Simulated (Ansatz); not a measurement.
# What NaMgF3 (Neighborite, Pm-3m) distorts into, part 3 of 3

Aim: this structure of NaMgF3 (Neighborite, Pm-3m) is to be tested for unstable modes, and one is followed downhill.

Ansatz 0.2.0; DFT PBEsol, scalar-relativistic, plane waves, PAW; PAW set soft_1.

So far. Step 5 (Energy along the mode, all amplitudes (two of the runs …): The lowest of the steps tried is at 0.45 Å, 22.5 meV/atom below the parent; the bottom of the well need not coincide with a step. Step 7 (The new phase in its own primitive cell): The largest force component left is 0.29 meV/Å and the pressure is -0.005 GPa, within the tolerances set. The cell now holds 11.53 Å³/atom. The relaxed cell has a = 5.423, c = 3.919 Å (conventional setting).

The database entry behind the starting cell lists a temperature of 1273 K, so it need not match the best structure at ambient conditions.

### Step 8. Modes of the new phase, k-mesh 4×4×6

A relaxed structure may still be a saddle point, so its zone-centre modes are computed. The response to a homogeneous field gives the Born charges and the dielectric tensor.

input.yaml reads:

```yaml
crystal:
  lattice:
    - [5.4232829547, 0.0, 0.0]
    - [0.0, 5.4232829547, 0.0]
    - [0.0, 0.0, 3.9191486748]
  atoms:
    - { symbol: Na, position: [0.0, 0.5, 0.0] }
    - { symbol: Na, position: [0.5, 0.0, 0.0] }
    - { symbol: Mg, position: [0.0, 0.0, 0.5] }
    - { symbol: Mg, position: [0.5, 0.5, 0.5] }
    - { symbol: F, position: [0.1854830231, 0.6854830231, 0.5] }
    - { symbol: F, position: [0.8145169769, 0.3145169769, 0.5] }
    - { symbol: F, position: [0.0, 0.0, 0.0] }
    - { symbol: F, position: [0.5, 0.5, 0.0] }
    - { symbol: F, position: [0.6854830231, 0.8145169769, 0.5] }
    - { symbol: F, position: [0.3145169769, 0.1854830231, 0.5] }
kpoints:
  mp_grid: { grid: [4, 4, 6] }
hamiltonian:
  xc: pbesol
  pseudopotentials: { kind: paw, azcp: { folder: soft_1 }, xc_functional: pbe }
scf:
  occupations: { method: fixed }
output:
  eigenvalues: true
phonons:
  method: dfpt
  dielectric: true
  rigid_motions: translations
```

Started as:

```sh
$ ansatz run input.yaml --threads 4 --pin off --max-ram 10240MiB --backend cpu --events-out ev --progress --plain --runs-dir out
```

Numbers of over 12 decimals in the logs are rounded to 6 here.

The program printed:

```text
[...]
Crystal: 10 atoms, lattice volume = 115.270 Å³
Basis set: ecut = 420 eV, 2265 PW (Γ), exchange–correlation on 80×80×54 points (8 copies of the dense FFT grid, shifted against one another)
Bands: 50, of which v1, the nominal top of the filled ones, is band 40 counted from 1 (39 counted from 0)
Symmetry: 16 space group operations
k-points: 52 of 96 (irreducible under 1 space group operation, time reversal used)
[...]
SCF iter   1: F=—  HF=-11600.925672 eV  |F-HF|=—  |Δ(HF+E_count)|=         —  Δρ=1.53e-1  dr2=1.83e1  ethr=3.10e-3  ⟨swp⟩=5.0  Hψ=9547  notcnv=0  defer=400
[...]
SCF iter  12: F=-11593.883614 eV  HF=-11593.883614 eV  |F-HF|=1.64e-11  |Δ(HF+E_count)|=  2.91e-11  Δρ=1.99e-7  dr2=3.70e-11  ethr=1.00e-12  ⟨swp⟩=14.6  Hψ=17984  notcnv=0
SCF 1 converged in 12 iterations: F = -11593.883614 eV  dr2 = 3.70e-11
[...]
DFPT response loops at Γ: preconditioner auto → none (the input reference at scf.mixing.eps_inf says where Resta's filter doesn't serve); β = 0.50; Broyden in place of MSR1
SCF converged after 12 iterations
Free energy (F): -11593.883614 eV
[...]
Internal energy: -11593.883614 eV  (E = F + TS)
E sigma→0 (E₀):  -11593.883614 eV
Fermi energy:    1.792265 eV
[...]
--- Band table (eV; the first three rows and the last of 52) ---
  k-point 0: bands = [... 36 lower, 1.3111, 1.3239, 1.6282, 1.6282, 8.1707, 13.2560, 13.2560, 13.4356, ... 6 higher]
  k-point 1: bands = [... 36 lower, 1.2390, 1.3637, 1.6257, 1.6257, 8.6512, 13.3738, 13.4375, 13.4375, ... 6 higher]
  k-point 2: bands = [... 36 lower, 1.5587, 1.5587, 1.6782, 1.6782, 9.8483, 13.1703, 13.1831, 13.9576, ... 6 higher]
  k-point 51: bands = [... 36 lower, 1.3085, 1.3085, 1.7211, 1.7211, 12.7745, 12.7745, 13.0714, 13.0714, ... 6 higher]
--- Phonons (Γ-DFPT): 8 representative perturbations + reference, on 52 of 96 k-points (Σ response iterations 26) ---
  k mesh reduced under 1 symmetry operation, with k and −k counted as one. Each operation leaves every solved perturbation unchanged. A smaller set is not considered because the run solves the response to a homogeneous field
  ASR residual: 1.066e-3 → 0.000e0 eV/Å²; symmetrization residual: 5.204e-6 eV/Å²
  ASR residual per site (eV/Å²): 9.21e-4 9.21e-4 1.07e-3 1.07e-3 4.39e-5 4.39e-5 9.21e-4 9.21e-4 4.39e-5 4.39e-5
  Γ frequencies (cm⁻¹): 0.00 0.00 0.00 43.17 43.17 102.74 102.74 118.29 140.64 140.64 161.43 189.47 191.31 191.31 193.19 212.65 212.65 221.19 292.37 292.37 294.51 318.40 362.70 423.68 423.68 472.23 483.83 483.83 525.15 528.29
  ε∞ (high-frequency dielectric tensor):
        1.978509     0.000000     0.000000
        0.000000     1.978509     0.000000
        0.000000     0.000000     1.977628
  ε⁰ (static dielectric tensor: ions relaxed, cell fixed):
       30.412949    -0.000000     0.000000
       -0.000000    30.412949     0.000000
        0.000000     0.000000     6.920843
  ε⁰ − ε∞ (ionic part):
       28.434441    -0.000000     0.000000
       -0.000000    28.434441     0.000000
        0.000000     0.000000     4.943215
  softest optical mode at Γ: 43.17 cm⁻¹; the repairs (sum rule, projections) moved no ω² at Γ by more than (3.96 cm⁻¹)²
  Born effective charges Z* (e; rows j = field, columns β = displacement):
    site 0:
         1.09641    0.01483    0.00000
         0.01483    1.09641    0.00000
         0.00000    0.00000    1.13593
    site 1:
         1.09641   -0.01483    0.00000
        -0.01483    1.09641    0.00000
         0.00000    0.00000    1.13593
    site 2:
         1.94513   -0.03052    0.00000
         0.03052    1.94513    0.00000
         0.00000    0.00000    1.92673
    site 3:
         1.94513    0.03052    0.00000
        -0.03052    1.94513    0.00000
         0.00000    0.00000    1.92673
    site 4:
        -1.07550    0.17523    0.00000
         0.17523   -1.07550    0.00000
         0.00000    0.00000   -0.88983
    site 5:
        -1.07550    0.17523    0.00000
         0.17523   -1.07550    0.00000
         0.00000    0.00000   -0.88983
    site 6:
        -0.89055    0.00693    0.00000
        -0.00693   -0.89055    0.00000
         0.00000    0.00000   -1.28301
    site 7:
        -0.89055   -0.00693    0.00000
         0.00693   -0.89055    0.00000
         0.00000    0.00000   -1.28301
    site 8:
        -1.07550   -0.17523    0.00000
        -0.17523   -1.07550    0.00000
         0.00000    0.00000   -0.88983
    site 9:
        -1.07550   -0.17523    0.00000
        -0.17523   -1.07550    0.00000
         0.00000    0.00000   -0.88983
  Z* charge neutrality: 5.266e-5 e pre-enforcement
  k-mesh period / interband length: 21.7 Å / 0.89 Å = 24.25 at k = (0.0000, 0.0000, 0.0000), direct gap 6.542 eV — 14 or more, which is no proof of convergence
  optical modes at Γ without the LO–TO term, one row a degenerate level:
      ω (cm⁻¹)  modes    IR ((D/Å)²/amu)
         43.17      2             4.4732
[...]
optical modes at Γ + LO–TO along q̂ = [1.0000, 0.0000, 0.0000]:
      ω (cm⁻¹)  modes    IR ((D/Å)²/amu)
[...]
optical modes at Γ + LO–TO along q̂ = [0.0000, 1.0000, 0.0000]:
      ω (cm⁻¹)  modes    IR ((D/Å)²/amu)
[...]
optical modes at Γ + LO–TO along q̂ = [0.0000, 0.0000, 1.0000]:
      ω (cm⁻¹)  modes    IR ((D/Å)²/amu)
[...]
212.65      2             0.0249
        214.70      1             0.7639
        221.19      1             0.0000
        292.37      2             8.6214
        318.40      1             0.0000
        352.75      1             3.0039
        362.70      1             0.0000
        423.68      2             0.3234
        472.23      1             0.0000
        483.83      2            15.5430
        525.15      1             0.0000
        620.42      1            13.7136
```

Elapsed: 66 s, on 4 threads of Intel Xeon Platinum 8488C (Sapphire Rapids), shared host; peak memory 1.5 GiB.

Numbers from this step:

```
sum-rule residual before enforcement                    : 0.001066 eV/Å²
miss of the charge sum rule                             : 5.27e-5 e
point group                                             : 4/mmm
highest optical mode at the zone centre (no LO-TO term) : 528.3 cm⁻¹
lowest optical zone-centre mode                         : 43.17 cm⁻¹
mean high-frequency dielectric constant                 : 1.978
largest Born charge (third of the trace)                : 1.939 e
mean static dielectric constant                         : 22.58
top of the zone-centre spectrum with the field          : 620.4 cm⁻¹
```

Without the LO-TO term. Patterns of degenerate modes are one choice out of their space. The modes at Γ (shares of kinetic energy by element, %):

| mode | frequency (cm⁻¹) | symmetry | Na % | Mg % | F % |
| --- | --- | --- | --- | --- | --- |
| 1 | 0.0 | acoustic | 22 | 23 | 55 |
| 2 | 0.0 | acoustic | 22 | 23 | 55 |
| 3 | 0.0 | acoustic | 22 | 23 | 55 |
| 4 | 43.2 | Eu | 81 | 2 | 18 |
| 5 | 43.2 | Eu | 81 | 2 | 18 |
| 6 | 102.7 | Eu | 62 | 1 | 36 |
| 7 | 102.7 | Eu | 62 | 1 | 36 |
| 8 | 118.3 | B1u | 72 | 0 | 28 |
| 9 | 140.6 | Eu | 4 | 5 | 92 |
| 10 | 140.6 | Eu | 4 | 5 | 92 |
| 11 | 161.4 | A2u | 76 | 2 | 22 |
| 12 | 189.5 | A1g | 0 | 0 | 100 |
| 13 | 191.3 | Eg | 0 | 0 | 100 |
| 14 | 191.3 | Eg | 0 | 0 | 100 |
| 15 | 193.2 | B1u | 28 | 0 | 72 |
| 16 | 212.7 | Eu | 21 | 11 | 69 |
| 17 | 212.7 | Eu | 21 | 11 | 69 |
| 18 | 221.2 | A1u | 0 | 65 | 35 |
| 19 | 292.4 | Eu | 5 | 40 | 55 |
| 20 | 292.4 | Eu | 5 | 40 | 55 |
| 21 | 294.5 | A2u | 2 | 41 | 57 |
| 22 | 318.4 | B2g | 0 | 0 | 100 |
| 23 | 362.7 | B1g | 0 | 0 | 100 |
| 24 | 423.7 | Eu | 5 | 88 | 7 |
| 25 | 423.7 | Eu | 5 | 88 | 7 |
| 26 | 472.2 | A2g | 0 | 0 | 100 |
| 27 | 483.8 | Eu | 0 | 31 | 69 |
| 28 | 483.8 | Eu | 0 | 31 | 69 |
| 29 | 525.1 | A1u | 0 | 35 | 65 |
| 30 | 528.3 | A2u | 0 | 33 | 67 |

Displacements in mode 5 (43.2 cm⁻¹), the largest set to 1:
```
Na1  0.13 -0.38  0.00
Na2  0.93  1.00  0.00
Mg3  0.01 -0.14  0.00
Mg4 -0.11  0.08  0.00
F5  -0.21 -0.17  0.00
F6  -0.21 -0.17  0.00
F7  -0.41  0.13  0.00
F8  -0.09 -0.43  0.00
F9  -0.12 -0.02  0.00
F10 -0.12 -0.02  0.00
```

Displacements in mode 13 (191.3 cm⁻¹), the largest set to 1:
```
Na1  0.00  0.00  0.00
Na2  0.00  0.00  0.00
Mg3  0.00  0.00  0.00
Mg4  0.00  0.00  0.00
F5   0.00  0.00 -0.25
F6   0.00  0.00  0.25
F7   0.00  0.00  0.00
F8   0.00  0.00  0.00
F9   0.00  0.00 -1.00
F10  0.00  0.00  1.00
```

Optical modes at the zone centre, without and with the macroscopic field of the longitudinal modes; each column is sorted by frequency, so a row need not hold one and the same mode. Modes with and without the field, by row:

| rank among optical modes | no field (cm⁻¹) | q along (1, 0, 0) (cm⁻¹) | q along (0, 0, 1) (cm⁻¹) |
| --- | --- | --- | --- |
| 1 | 43.2 | 43.2 | 43.2 |
| 2 | 43.2 | 71.8 | 43.2 |
| 3 | 102.7 | 102.7 | 102.7 |
| 4 | 102.7 | 118.3 | 102.7 |
| 5 | 118.3 | 136.1 | 118.3 |
| 6 | 140.6 | 140.6 | 140.6 |
| 7 | 140.6 | 161.4 | 140.6 |
| 8 | 161.4 | 175.9 | 189.5 |
| 9 | 189.5 | 189.5 | 191.3 |
| 10 | 191.3 | 191.3 | 191.3 |
| 11 | 191.3 | 191.3 | 193.2 |
| 12 | 193.2 | 193.2 | 212.7 |
| 13 | 212.7 | 212.7 | 212.7 |
| 14 | 212.7 | 212.9 | 214.7 |
| 15 | 221.2 | 221.2 | 221.2 |
| 16 | 292.4 | 292.4 | 292.4 |
| 17 | 292.4 | 294.5 | 292.4 |
| 18 | 294.5 | 318.4 | 318.4 |
| 19 | 318.4 | 344 | 352.8 |
| 20 | 362.7 | 362.7 | 362.7 |
| 21 | 423.7 | 423.7 | 423.7 |
| 22 | 423.7 | 424.8 | 423.7 |
| 23 | 472.2 | 472.2 | 472.2 |
| 24 | 483.8 | 483.8 | 483.8 |
| 25 | 483.8 | 525.1 | 483.8 |
| 26 | 525.1 | 528.3 | 525.1 |
| 27 | 528.3 | 582.6 | 620.4 |

Born charge (rows field, columns displacement) (e), principal values of the symmetric part by kind of site:

| atom | atoms with these values | low | middle | high | mean |
| --- | --- | --- | --- | --- | --- |
| Na1 | 2 | 1.08 | 1.11 | 1.14 | 1.11 |
| Mg3 | 2 | 1.93 | 1.95 | 1.95 | 1.94 |
| F5 | 4 | -1.25 | -0.90 | -0.89 | -1.01 |
| F7 | 2 | -1.28 | -0.89 | -0.89 | -1.02 |

In full for Mg3:

```
 1.95 -0.03  0.00
 0.03  1.95  0.00
 0.00  0.00  1.93
```

High-frequency dielectric tensor:

```
1.98 0.00 0.00
0.00 1.98 0.00
0.00 0.00 1.98
```

Static dielectric tensor (ions relaxed, fixed cell):

```
30.41  0.00  0.00
 0.00 30.41  0.00
 0.00  0.00  6.92
```

Transverse modes. Lines of the infrared spectrum (strongest = 100):

| position (cm⁻¹) | label | relative intensity |
| --- | --- | --- |
| 43 | Eu | 29 |
| 103 | Eu | 32 |
| 118 | B1u | 0.0 |
| 141 | Eu | 3.9 |
| 161 | A2u | 32 |
| 190 | A1g | 0.0 |
| 191 | Eg | 0.0 |
| 193 | B1u | 0.0 |
| 213 | Eu | 0.2 |
| 221 | A1u | 0.0 |
| 292 | Eu | 55 |
| 294 | A2u | 27 |
| 318 | B2g | 0.0 |
| 363 | B1g | 0.0 |
| 424 | Eu | 2.1 |
| 472 | A2g | 0.0 |
| 484 | Eu | 100 |
| 525 | A1u | 0.0 |
| 528 | A2u | 54 |

Before it was imposed, the acoustic sum rule was missed by 0.0011 eV/Å² and the charge sum rule by 5.3e-5 e. Small misses are needed for a sound result but don't prove that mesh and cutoff are converged. The lowest optical mode is real, 43.2 cm⁻¹.

### Step 9. The phases reached

The phases reached along the modes that were followed are set side by side.

Energies are those of the first relaxation, on the mesh of the frozen mode; space group, volume and gap are those of the last relaxation. Phases, by row:

| mode frozen in | space group | energy from parent (meV/atom) | volume (Å³/atom) | gap on mesh (eV) | lowest zone-centre optical mode (cm⁻¹) | largest shift (Å) |
| --- | --- | --- | --- | --- | --- | --- |
| parent | Pm-3m | 0 | 11.94 | 5.991 | – | – |
| q = (-0.5, -0.5, -0.5), 123i cm⁻¹ | I4/mcm | -26.85 | 11.53 | 6.423 | -90.1 | 0.496 |
| q = (-0.5, -0.5, -0.5), 123i cm⁻¹ | R-3c | -34.25 | 11.51 | 6.626 | -61.4 | 0.45 |
| q = (-0.5, -0.5, -0.5), 123i cm⁻¹ | Imma | -36.13 | 11.47 | 6.584 | 60.8 | 0.555 |
| q = (0, -0.5, -0.5), 122i cm⁻¹ | P4/mbm | -26.52 | 11.53 | 6.378 | 43.2 | 0.495 |

### Step 10. Summary of results

| Item | Value |
| --- | --- |
| unstable mode of the parent | q = (0, -0.5, -0.5), 122i cm⁻¹ |
| depth at the lowest point sampled | 22.5 meV/atom |
| largest atomic shift at that point | 0.45 Å |
| space group reached (within 0.01 Å) | P4/mbm |
| energy gained over the parent (first relaxation, on the mesh of the frozen mode) | 26.5 meV/atom |
| volume per atom, phase reached | 11.5 Å³ |
| gap on the k-mesh, phase reached | 6.38 eV |
| lowest optical zone-centre mode, phase reached | 43.2 cm⁻¹ |
| highest optical mode at the zone centre (no LO-TO term), phase reached | 528 cm⁻¹ |

**Reading.** Along this mode the structure falls into P4/mbm, 26.5 meV/atom below the parent. At the parent's cell the well is 22.51 meV/atom deep on the steps tried, with its lowest point at a shift of 0.45 Å. Relaxing atoms and cell changes the gain by +4.01 meV/atom against the lowest step (energies at zero smearing). The new phase has no imaginary mode at the zone centre of its cell; other wavevectors were not checked. Of the 4 patterns followed to their end from this parent, this one ends 9.61 meV/atom above the lowest, Imma. Another end point lies within 1 meV/atom; how such a difference moves with mesh and cutoff was not tested. Each path keeps the symmetry of its pattern, so a lower phase may lie along a pattern not tried. The PAW files were made for PBE and serve the other functionals too.

[Logs are printed without paths, hosts, clocks, repeated set-up lines and the standing remarks that a program may print on its own settings, such as how far it seeks lower states.]

[Hosts, paths, dates, database ids (printed as entryN), source tags and the programs' standing remarks are cut or masked in the printed files.]
